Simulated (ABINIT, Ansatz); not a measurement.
**PNO (P3_2): G0W0 on several meshes in ABINIT**

How does the mesh move the gap of PNO (P3_2)?

Method: LDA and many-body steps on it, plane waves, in ABINIT 10.8.3.

Most raw output is cut from this account.

**1. The starting structure**

The structure is trigonal, space group P3_2 (No. 145). The conventional cell has a = 4.784 Å, b = 4.784 Å, c = 5.281 Å, α = 90.00°, β = 90.00°, γ = 120.00°. Nearest to P lie 2 N at 1.57 Å and 2 O at 1.60 to 1.62 Å. Nearest to N lie 2 P at 1.57 Å. Nearest to O lie 2 P at 1.60 to 1.62 Å. Farther neighbours and most contacts between anions are not listed.

The cell and positions are those that the Materials Project relaxed with its own functionals (PBE, PBE+U or r2SCAN), kept fixed.

**2. Empty states on the mesh, 3×3×2 mesh, 212 bands**

This step: ABINIT 10.8.3; DFT, LDA, plane waves, norm-conserving pseudopotentials.

The sums over transitions need many empty states on a uniform mesh; this step solves for them.

The input, run.abi:

```
acell 3*1.0 Angstrom
rprim 
  4.783611555019 -0.000000000004 0.000000000000
  -2.391805777506 4.142729128486 0.000000000000
  0.000000000000 0.000000000000 5.281207000000
ntypat 3
znucl 15 7 8
natom 9
typat 1 1 1 2 2 2 3 3 3
xred 
  0.985906000000 0.461916000000 0.328176000000
  0.538084000000 0.523990000000 0.994842666667
  0.476010000000 0.014094000000 0.661509333333
  0.388331000000 0.260582000000 0.782152000000
  0.872251000000 0.611669000000 0.115485333333
  0.739418000000 0.127749000000 0.448818666667
  0.146478000000 0.720287000000 0.556338000000
  0.279713000000 0.426191000000 0.223004666667
  0.573809000000 0.853522000000 0.889671333333
pp_dirpath "pseudos"
pseudos "P.upf, N.upf, O.upf"
ecut 36
ngkpt 3 3 2
nshiftk 1
shiftk 0 0 0
kptopt 1
chksymbreak 0
iscf -2
irdden 1
istwfk *1
nband 212
nbdbuf 18
tolwfr 1e-09
nstep 60
prtvol 0
indata_prefix "in"
outdata_prefix "out"
tmpdata_prefix "tmp"
```

The run is started by

```bash
$ OMP_NUM_THREADS=1 mpirun -n 4 abinit run.abi > log
```

Elapsed: 2.2 min, on 4 MPI ranks of Intel Xeon Platinum 8559C (Emerald Rapids), shared host; peak memory 0.51 GiB.

This step gave:

| Property | Result |
| --- | --- |
| gap | 5.226 eV |
| k of the valence top | 0.3333, 0.3333, 0 |
| k of the conduction bottom | 0, 0, 0 |
| least direct gap | 5.422 eV |
| k points computed | 6 |
| lowest point of the top converged band, above the valence top | 71.4917 eV |

On this mesh the gap is 5.226 eV.

The density comes from a self-consistent run that is not shown.

**3. Screening, 3×3×2 mesh, 93 bands, screening to 114.3 eV**

The RPA dielectric matrix is built and inverted for each q.

This step: RPA screening on LDA, plane waves, norm-conserving pseudopotentials.

run.abi, as its differences from that of step 2:

```diff
@@ -27,10 +27,11 @@
 chksymbreak 0
-iscf -2
-irdden 1
 istwfk *1
-nband 212
-nbdbuf 18
-tolwfr 1e-09
-nstep 60
-prtvol 0
+occopt 1
+irdwfk 1
+optdriver 3
+nband 93
+ecuteps 4.2
+inclvkb 2
+awtr 1
+symchi 1
 indata_prefix "in"
```

It took 51 s on 4 MPI ranks; peak memory 1.6 GiB.

Numbers from this step:

```yaml
eps_infinity_with_local_fields_on_this_mesh_along_the_program_s_q_direction: 3.308
the_same_without_local_fields: 3.653
plasma_frequency: 25.15 eV
plane_waves_in_the_screening_matrix: 303
```

Local fields lower ε∞ by 9 %. On a Γ-centred mesh this coarse the value itself is usually too large, while a short band sum pulls it down.

**4. 3×3×2**

The self-energy is evaluated for the states that the input lists, and the levels follow from it, in one-shot runs by the linearised quasiparticle equation.

This step: G0W0 on LDA, plane waves, norm-conserving pseudopotentials.

run.abi, as its differences from that of step 3:

```diff
@@ -30,8 +30,19 @@
 irdwfk 1
-optdriver 3
+optdriver 4
 nband 93
+gwcalctyp 0
+ecutsigx 36
+symsigma 1
+nkptgw 3
+kptgw 
+  0.3333333333 0.3333333333 0.0000000000
+  0.0000000000 0.0000000000 0.0000000000
+  0.3333333333 0.0000000000 0.0000000000
+bdgw 
+  23 26
+  23 27
+  23 26
 ecuteps 4.2
-inclvkb 2
-awtr 1
-symchi 1
+irdscr 1
+ppmodel 1
 indata_prefix "in"
```

Run time: 17 s. Hardware: 4 MPI ranks; peak memory 1.1 GiB.

This step gave:

| Quantity | Value |
| --- | --- |
| G0W0 gap on the points computed | 7.461 eV |
| starting gap on the mesh | 5.226 eV |
| k of the valence top | 0.3333, 0.3333, 0 |
| k of the conduction bottom | 0, 0, 0 |
| Z at the valence top | 0.808 |
| Z at the conduction bottom | 0.828 |
| least direct G0W0 gap on the computed points | 7.737 eV |

The gap on the mesh goes from 5.23 eV to 7.46 eV, a correction of +2.24 eV.

**5. Empty states on the mesh, 3×3×1 mesh, 101 bands**

This step: DFT, LDA, plane waves, norm-conserving pseudopotentials.

run.abi, as its differences from that of step 4:

```diff
@@ -22,3 +22,3 @@
 ecut 36
-ngkpt 3 3 2
+ngkpt 3 3 1
 nshiftk 1
@@ -27,22 +27,10 @@
 chksymbreak 0
+iscf -2
+irdden 1
 istwfk *1
-occopt 1
-irdwfk 1
-optdriver 4
-nband 93
-gwcalctyp 0
-ecutsigx 36
-symsigma 1
-nkptgw 3
-kptgw 
-  0.3333333333 0.3333333333 0.0000000000
-  0.0000000000 0.0000000000 0.0000000000
-  0.3333333333 0.0000000000 0.0000000000
-bdgw 
-  23 26
-  23 27
-  23 26
-ecuteps 4.2
-irdscr 1
-ppmodel 1
+nband 101
+nbdbuf 8
+tolwfr 1e-09
+nstep 60
+prtvol 0
 indata_prefix "in"
```

Wall time 24 s (4 MPI ranks); peak memory 0.37 GiB; 96 s of CPU time.

This step gave:

| Quantity | Value |
| --- | --- |
| gap | 5.226 eV |
| k of the valence top | 0.3333, 0.3333, 0 |
| k of the conduction bottom | 0, 0, 0 |
| least direct gap | 5.422 eV |
| k points computed | 3 |
| lowest point of the top converged band, above the valence top | 37.83 eV |

On this mesh the gap is 5.226 eV.

**6. Screening, 3×3×1 mesh, 93 bands, screening to 114.3 eV**

This step: RPA screening on LDA, plane waves, norm-conserving pseudopotentials.

run.abi, as its differences from that of step 5:

```diff
@@ -27,10 +27,11 @@
 chksymbreak 0
-iscf -2
-irdden 1
 istwfk *1
-nband 101
-nbdbuf 8
-tolwfr 1e-09
-nstep 60
-prtvol 0
+occopt 1
+irdwfk 1
+optdriver 3
+nband 93
+ecuteps 4.2
+inclvkb 2
+awtr 1
+symchi 1
 indata_prefix "in"
```

Elapsed: 17 s, on 4 MPI ranks; peak memory 1.1 GiB.

This step gave:

- ε∞ with local fields, on this mesh, along the program's q direction: 3.319
- the same without local fields: 3.654
- plasma frequency: 25.15 eV
- plane waves in the screening matrix: 303

**7. 3×3×1**

This step: G0W0 on LDA, plane waves, norm-conserving pseudopotentials.

run.abi, as its differences from that of step 6:

```diff
@@ -30,8 +30,19 @@
 irdwfk 1
-optdriver 3
+optdriver 4
 nband 93
+gwcalctyp 0
+ecutsigx 36
+symsigma 1
+nkptgw 3
+kptgw 
+  0.3333333333 0.3333333333 0.0000000000
+  0.0000000000 0.0000000000 0.0000000000
+  0.3333333333 0.0000000000 0.0000000000
+bdgw 
+  23 26
+  23 27
+  23 26
 ecuteps 4.2
-inclvkb 2
-awtr 1
-symchi 1
+irdscr 1
+ppmodel 1
 indata_prefix "in"
```

Elapsed: 10 s, on 4 MPI ranks; peak memory 0.73 GiB; 39 s of CPU time.

This step gave:

```
G0W0 gap on the points computed              : 7.435 eV
starting gap on the mesh                     : 5.226 eV
k of the valence top                         : 0.3333, 0.3333, 0
k of the conduction bottom                   : 0, 0, 0
Z at the valence top                         : 0.809
Z at the conduction bottom                   : 0.829
least direct G0W0 gap on the computed points : 7.720 eV
```

Against G0W0 in ABINIT (3×3×2 mesh, 93 bands, screening to 114.3 eV, Godby-Needs plasmon pole), the gap moves by −0.026 eV.

**8. The runs together**

Times are wall times on 4 MPI ranks of Intel Xeon Platinum 8559C (Emerald Rapids), shared host, good to a factor of about two. A run's time includes the screening step that it read.

```csv
run,mesh,bands,screening cutoff (eV),DFT gap (eV),gap on the mesh (eV),direct (eV),ε∞ used,time
3×3×2,3×3×2,93,114.3,5.226,7.461,7.737,3.31,68 s
3×3×1,3×3×1,93,114.3,5.226,7.435,7.720,3.32,27 s
```

**9. Outcome**

```
3×3×2        : 7.461 eV
3×3×1        : 7.435 eV
known limits : not at the basis limit; coarse k mesh
```

What this shows: 3×3×1: −0.026 eV against 3×3×2. Bands and cutoff are finite, so the gap is not at the basis limit. The miss can reach some tenths of an eV and take either sign; the mesh is an error of its own. In the G0W0 runs levels were corrected at 3 k points alone, so a gap called «on the mesh» is the least over those, and an edge elsewhere would be missed. A denser mesh or path gives a starting gap of 5.14 eV: the GW mesh misses a band edge, so its gaps are not the fundamental one. The 3×3×2 mesh is coarse for this cell, which bears on the long-range parts of exchange and screening.

[Paths, hosts, dates, memory and timing lines, banners, echoed tables and standing remarks are left out of the program output.]

[Logs are printed without paths, hosts, clocks, repeated set-up lines and the standing remarks that a program may print on its own settings, such as how far it seeks lower states.]

[Runs of the session that timed out or met a known fault of the program may be left out.]

[Hosts, paths, dates, database ids (printed as entryN), source tags and the programs' standing remarks are cut or masked in the printed files.]

[G0W0 gaps are taken among the corrected bands and points alone; a level outside them can change the order at an edge.]

[Where Ansatz stands beside ABINIT at settings called matched, ABINIT's density can come from a denser mesh and the files from another edition; pairs whose starting gaps differed by over 0.03 eV were left out, so agreement reads better than it is.]
